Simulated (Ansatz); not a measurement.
In doubt: masses and optical values from hybrid runs of this build are listed as unsure (in some of the runs), which bears on the screening that GW takes from such a start.

The crystal is SiC (Moissanite).

```
Si C
1.0
     3.08100    0.00000    0.00000
    -1.54050    2.66822    0.00000
     0.00000    0.00000   15.12480
Si C
6 6
Cartesian
  0.0000 0.0000 0.0000
  0.0000 0.0000 7.5624
  0.0000 1.7788 2.5168
  1.5405 0.8894 10.0792
  1.5405 0.8894 5.0350
  0.0000 1.7788 12.5974
  0.0000 1.7788 0.6231
  1.5405 0.8894 8.1855
  1.5405 0.8894 3.1460
  0.0000 1.7788 10.7084
  0.0000 0.0000 5.6658
  0.0000 0.0000 13.2282
```

The cell and positions come from the Crystallography Open Database and are kept as given unless a step says otherwise.

Gaps computed with Ansatz 0.2.0 without a self-energy: HSE06 2.90 eV.

Q: Estimate the G0W0@HSE06 gap with 6×6×2 mesh, 739 empty bands, screening to 190 eV, hard PAW files.

About 3.30 eV: on its mesh the run moves the gap from 2.90 eV by +0.39 eV. Bands and cutoff are finite, so the gap is not at the basis limit. The miss can reach some tenths of an eV and take either sign; the mesh is an error of its own.

[Paths, hosts, dates, memory and timing lines, banners, echoed tables and standing remarks are left out of the program output.]

[Logs are printed without paths, hosts, clocks, repeated set-up lines and the standing remarks that a program may print on its own settings, such as how far it seeks lower states.]

[Runs of the session that timed out or met a known fault of the program may be left out.]

[Cells called generated may have been cut or substituted from an entry of the Crystallography Open Database or the Materials Project.]

[Hosts, paths, dates, database ids (printed as entryN), source tags and the programs' standing remarks are cut or masked in the printed files.]
